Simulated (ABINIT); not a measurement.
# CsSrF3 (Pm-3m): G0W0 with and without spin-orbit coupling, part 2 of 2

Is the spin-orbit change of the gap of CsSrF3 (Pm-3m) the same in DFT and in GW?

ABINIT 10.8.3; PBEsol and many-body steps on it, plane waves. Known limits of the many-body steps: not at the basis limit; screening head approximate; no spin-orbit coupling in some runs; coarse k mesh.

So far. Step 4 (Scalar-relativistic): The gap on the mesh goes from 6.26 eV to 9.36 eV, a correction of +3.09 eV. Step 5 (Empty states on the mesh, 2×2×2 mesh, 160 bands): On this mesh the gap is 6.227 eV.

## (7) With spin-orbit coupling

This step: G0W0 on PBEsol with spin-orbit coupling, plane waves, norm-conserving pseudopotentials.

run.abi

```
acell 3*1.0 Angstrom
rprim 
  4.763247010000 0.000000000000 0.000000000000
  0.000000000000 4.763247010000 0.000000000000
  0.000000000000 0.000000000000 4.763247010000
ntypat 3
znucl 55 38 9
natom 5
typat 1 2 3 3 3
xred 
  0.000000000000 0.000000000000 0.000000000000
  0.500000000000 0.500000000000 0.500000000000
  0.000000000000 0.500000000000 0.500000000000
  0.500000000000 0.000000000000 0.500000000000
  0.500000000000 0.500000000000 0.000000000000
pp_dirpath "pseudos"
pseudos "Cs.upf, Sr.upf, F.upf"
ecut 36
nspinor 2
ngkpt 2 2 2
nshiftk 1
shiftk 0 0 0
kptopt 1
chksymbreak 0
istwfk *1
occopt 1
irdwfk 1
optdriver 4
nband 146
gwcalctyp 0
ecutsigx 36
symsigma 0
nkptgw 1
kptgw 
  0.0000000000 0.0000000000 0.0000000000
bdgw 
  37 46
ecuteps 3.6
irdscr 1
ppmodel 1
indata_prefix "in"
outdata_prefix "out"
tmpdata_prefix "tmp"
```

Command:

```console
$ OMP_NUM_THREADS=1 mpirun -n 4 abinit run.abi > log
```

Numbers of over 12 decimals in the logs are rounded to 6 here.

The log of the run:

```text
.Version 10.8.3 of ABINIT. v10.8.2 released Aug 2026.

 Symmetries : space group Pm -3 m (#221); Bravais cP (primitive cubic)
[... echo of the input left out ...]
== DATASET  1 ==================================================================
-   mpi_nproc: 4, omp_nthreads: 1 (-1 if OMP is not activated)

--- !DatasetInfo
iteration_state: {dtset: 1, }
dimensions: {natom: 5, nkpt: 4, mband: 146, nsppol: 1, nspinor: 2, nspden: 1, mpw: 7568, }
cutoff_energies: {ecut:  36.0, pawecutdg:  -1.0, }
electrons: {nelect:   4.00000000E+01, charge:   0.00000000E+00, occopt:   1.00000000E+00, tsmear:   1.00000000E-02, }

 SIGMA: Calculation of the GW corrections

 Based on a program developped by R.W. Godby, V. Olevano, G. Onida, and L. Reining.
 Incorporated in ABINIT by V. Olevano, G.-M. Rignanese, and M. Torrent.
.Using double precision arithmetic ; gwpc =  8

[... cell and pseudopotentials left out ...]
--------------------------------------------------------------------------------

 ==== K-mesh for the wavefunctions ====
 Number of points in the irreducible wedge :     4
[... list of points left out ...]
 Together with 48 symmetry operations and time-reversal symmetry
 yields     8 points in the full Brillouin Zone.

 ==== Q-mesh for screening function ====
 Number of points in the irreducible wedge :     4
[... list of points left out ...]
 Together with 48 symmetry operations and time-reversal symmetry
 yields     8 points in the full Brillouin Zone.

 vcoul_init : cutoff-mode = AUXILIARY_FUNCTION
 q-points for optical limit:   1
     1)      0.000010    0.000020    0.000030
 setmesh: FFT mesh size selected  =    50x   50x   50
          total number of points  =       125000

 Number of electrons calculated from density =   40.0000; Expected =   40.0000
[...]
number of symmetry operations                      48
 number of k-points in BZ                            8
 number of q-points in BZ                            8
 number of frequencies for dSigma/dE                 9
 frequency step for dSigma/dE [eV]                0.25
 number of omega for Sigma on real axis              0
 max omega for Sigma on real axis  [eV]           0.00
 zcut for avoiding poles [eV]                     0.10

 EPSILON^-1 parameters (SCR file):
 dimension of the eps^-1 matrix on file            251
 dimension of the eps^-1 matrix used               251
 number of plane-waves for wavefunctions          7497
 number of bands                                   146
 number of q-points in IBZ                           4
 number of frequencies                               2
 number of real frequencies                          1
 number of imag frequencies                          1

 matrix elements of self-energy operator (all in [eV])

 Perturbative Calculation

--- !SelfEnergy_ee
iteration_state: {dtset: 1, }
kpoint     : [   0.000,    0.000,    0.000, ]
spin       : 1
KS_gap     :    6.227
QP_gap     :    9.316
Delta_QP_KS:    3.089
data: !SigmaeeData |
     Band     E0 <VxcDFT>   SigX SigC(E0)      Z dSigC/dE  Sig(E)    E-E0       E
       37   0.293 -22.228 -29.628   5.304   0.795  -0.258 -23.894  -1.667  -1.374
       38   0.293 -22.228 -29.634   5.305   0.795  -0.258 -23.898  -1.670  -1.377
       39   0.293 -22.228 -29.629   5.304   0.795  -0.258 -23.895  -1.667  -1.374
[...]
45   7.967  -7.791  -3.492  -2.561   0.885  -0.130  -6.254   1.538   9.505
       46   7.967  -7.791  -3.492  -2.561   0.885  -0.130  -6.254   1.537   9.505

== END DATASET(S) ==============================================================
================================================================================

 -outvars: echo values of variables after computation  --------
           etotal      0.0000000000E+00
            nband         146
             nkpt           4
          spgroup         221
 [... the other variables as echoed above ...]

 Calculation completed.
```

Elapsed: 29 s, on 4 MPI ranks of Arm Neoverse V1, shared host; peak memory 1.7 GiB.

Numbers from this step:

| Item | Value |
| --- | --- |
| G0W0 gap on the points computed | 9.313 eV |
| starting gap on the mesh | 6.227 eV |
| k of the valence top | 0, 0, 0 |
| k of the conduction bottom | 0, 0, 0 |
| Z at the valence top | 0.795 |
| Z at the conduction bottom | 0.886 |
| least direct G0W0 gap on the computed points | 9.313 eV |

Against G0W0 in ABINIT (2×2×2 mesh, 73 bands, screening to 98 eV, Godby-Needs plasmon pole), the gap moves by −0.046 eV.

## (8) The runs together

Times are wall times on 4 MPI ranks of Arm Neoverse V1, shared host, good to a factor of about two. A run's time includes the screening step that it read.

| run | mesh | bands | screening cutoff (eV) | DFT gap (eV) | gap on the mesh (eV) | direct (eV) | ε∞ used | time |
| --- | --- | --- | --- | --- | --- | --- | --- | --- |
| scalar-relativistic | 2×2×2 | 73 | 98 | 6.265 | 9.359 | 9.359 | 2.44 | 12 s |
| with spin-orbit coupling | 2×2×2 | 146 | 98 | 6.227 | 9.313 | 9.313 | 2.45 | 59 s |

## (9) What came out

| Quantity | Value |
| --- | --- |
| scalar-relativistic | 9.359 eV |
| with spin-orbit coupling | 9.313 eV |
| known limits | not at the basis limit; screening head approximate; no spin-orbit coupling in some runs; coarse k mesh |

**Reading.** With spin-orbit coupling: −0.046 eV against scalar-relativistic, −0.038 eV of it in the start. Bands and cutoff are finite, so the gap is not at the basis limit. The miss can reach some tenths of an eV and take either sign; the mesh is an error of its own. In the G0W0 runs levels were corrected at 1 k point alone, so a gap called «on the mesh» is the least over those, and an edge elsewhere would be missed. The 2×2×2 mesh is coarse for this cell, which bears on the long-range parts of exchange and screening. This is the ideal cubic cell; many perovskites, halides above all, are cubic only on average, and local tilts or off-centring can widen the gap. The long-wavelength limit of the screening leaves out the non-local commutator, which shifts ε∞.

[Paths, hosts, dates, memory and timing lines, banners, echoed tables and standing remarks are left out of the program output.]

[Logs are printed without paths, hosts, clocks, repeated set-up lines and the standing remarks that a program may print on its own settings, such as how far it seeks lower states.]

[Runs of the session that timed out or met a known fault of the program may be left out.]

[Hosts, paths, dates, database ids (printed as entryN), source tags and the programs' standing remarks are cut or masked in the printed files.]

[G0W0 gaps are taken among the corrected bands and points alone; a level outside them can change the order at an edge.]

[Where Ansatz stands beside ABINIT at settings called matched, ABINIT's density can come from a denser mesh and the files from another edition; pairs whose starting gaps differed by over 0.03 eV were left out, so agreement reads better than it is.]
